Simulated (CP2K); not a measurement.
Consider dimethyl carbonate at its PBE geometry (Å).

```xyz
12

C     2.3435    0.0789    0.1015
O     1.1165   -0.5846    0.4915
C    -0.0002    0.0001    0.0082
O    -0.0314    1.0171   -0.6614
O    -1.0646   -0.7442    0.4005
C    -2.3395   -0.2030   -0.0240
H     2.3666    1.1043    0.4902
H     3.1434   -0.5230    0.5418
H     2.4318    0.1036   -0.9918
H    -3.0883   -0.8890    0.3823
H    -2.3979   -0.1677   -1.1188
H    -2.4797    0.8074    0.3799
```

Method: CP2K XAS_TDP, all-electron GAPW, PBEh(45%), aug-cc-pVDZ, TDA, no relativity.

Where do the O K-edge lines lie, and how strong are they?

Leading lines: O2 531.74 eV and O4 528.40 eV. The leading line of an atom is its first one with 35 % of the strongest within 2.5 eV of its lowest line over the strength cut. 

The first six lines of each atom with a strength over 0.0015:

```tsv
atom	energy (eV)	states	strength, one atom
O2 (bonded to 2 C), 2 alike	531.74	1	0.0170
	532.37	1	0.0208
	532.82	1	0.0068
	533.74	1	0.0037
	533.98	1	0.0040
	534.37	1	0.0104
O4 (bonded to C)	528.40	1	0.0380
	533.41	1	0.0036
	534.10	2	0.0051
	534.23	1	0.0016
	534.78	1	0.0058
	535.58	1	0.0043
```

Lines are vertical, at one geometry, with no vibrational structure. Without a correction of the core level, line positions, and the gaps between valence and Rydberg lines, follow the share of exact exchange. At this level such K lines come out 3 to 6 eV under measured ones. These values hold no scalar relativity, about 0.4 eV for O 1s. Rydberg lines, and the discretised continuum above threshold, depend on the basis and the box.

[Banner, clock and machine lines of the logs are left out without a mark of their own.]

[Logs are printed without paths, hosts, clocks, repeated set-up lines and the standing remarks that a program may print on its own settings, such as how far it seeks lower states.]

[Hosts, paths, dates, database ids (printed as entryN), source tags and the programs' standing remarks are cut or masked in the printed files.]
